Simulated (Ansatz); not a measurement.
## GaC (built on the sites of a database entry of TlC): the cell at rest: bringing the structure to rest

Ansatz 0.2.0; DFT PBEsol, scalar-relativistic, plane waves, norm-conserving pseudopotentials.

The structure was built from a prototype and need not be the compound's stable phase.

Symmetry: Pm-3m, No. 221, cubic system. The conventional cell has a = 2.784 Å, b = 2.784 Å, c = 2.784 Å, α = 90.00°, β = 90.00°, γ = 90.00°. Ga has 8 C at 2.41 Å nearest. Nearest to C lie 8 Ga at 2.41 Å. Farther neighbours are not listed.

Step by step:

```
step  energy less that of the first step (eV)  largest force component (eV/Å)  pressure (GPa)  volume (Å³)
   1                                   0.0000                          0.0000           -1.28        21.57
   2                                  -0.0008                          0.0000           -0.23        21.42
   3                                  -0.0009                          0.0000            0.00        21.38
  4*                                  -0.0008                          0.0000           -0.01        21.38
```

Relaxation steps marked * repeat the geometry before them on a plane-wave basis chosen anew for their cell, so energy and pressure can jump there.

The run keeps the 48 symmetry operations that it works with, so distortions that break them were not tested.

```
conventional cell, symmetrised  before  after  change
                         a (Å)   2.784  2.776  -0.3 %
                         b (Å)   2.784  2.776  -0.3 %
                         c (Å)   2.784  2.776  -0.3 %
              volume (Å³/atom)   10.79  10.69  -0.9 %
```

Final coordinates:

```cif
data_structure
_symmetry_space_group_name_H-M 'P 1'
_symmetry_Int_Tables_number 1
_cell_length_a 2.7756
_cell_length_b 2.7756
_cell_length_c 2.7756
_cell_angle_alpha 90.000
_cell_angle_beta 90.000
_cell_angle_gamma 90.000
_cell_volume 21.38
loop_
_atom_site_label
_atom_site_type_symbol
_atom_site_fract_x
_atom_site_fract_y
_atom_site_fract_z
_atom_site_occupancy
Ga1 Ga 0.00000 0.00000 0.00000 1
C2 C 0.50000 0.50000 0.50000 1
```

Numbers from this step:

```yaml
pressure: -0.006072 GPa
volume_per_atom: 10.69 Å³
```

**Question.** Which input gives these results?

The system, level and task follow from the heading and the kind of results. Meshes, cutoffs and thresholds can't be read from the results; these are the ones that the run used.

The input, input.yaml:

```yaml
crystal:
  lattice:
    - [2.7838226207, 0.0, 0.0]
    - [0.0, 2.7838226207, 0.0]
    - [0.0, 0.0, 2.7838226207]
  atoms:
    - { symbol: Ga, position: [0.0, 0.0, 0.0] }
    - { symbol: C, position: [0.5, 0.5, 0.5] }
kpoints:
  mp_grid: { grid: [14, 14, 14] }
hamiltonian:
  xc: pbesol
  pseudopotentials: { kind: nc }
scf:
  occupations: { method: gaussian, width: 0.1 }
output:
  forces: true
  stress: true
  eigenvalues: true
relax:
  adjacent_minimum: "off"
  f_tol: 0.005
  max_steps: 80
  cell: { stress_tol: 0.05 }
```

On the command line:

```console
> ansatz run input.yaml --threads 4 --pin off --max-ram 7168MiB --backend cpu --events-out ev --progress --plain --runs-dir out
```

[Logs are printed without paths, hosts, clocks, repeated set-up lines and the standing remarks that a program may print on its own settings, such as how far it seeks lower states.]

[Hosts, paths, dates, database ids (printed as entryN), source tags and the programs' standing remarks are cut or masked in the printed files.]
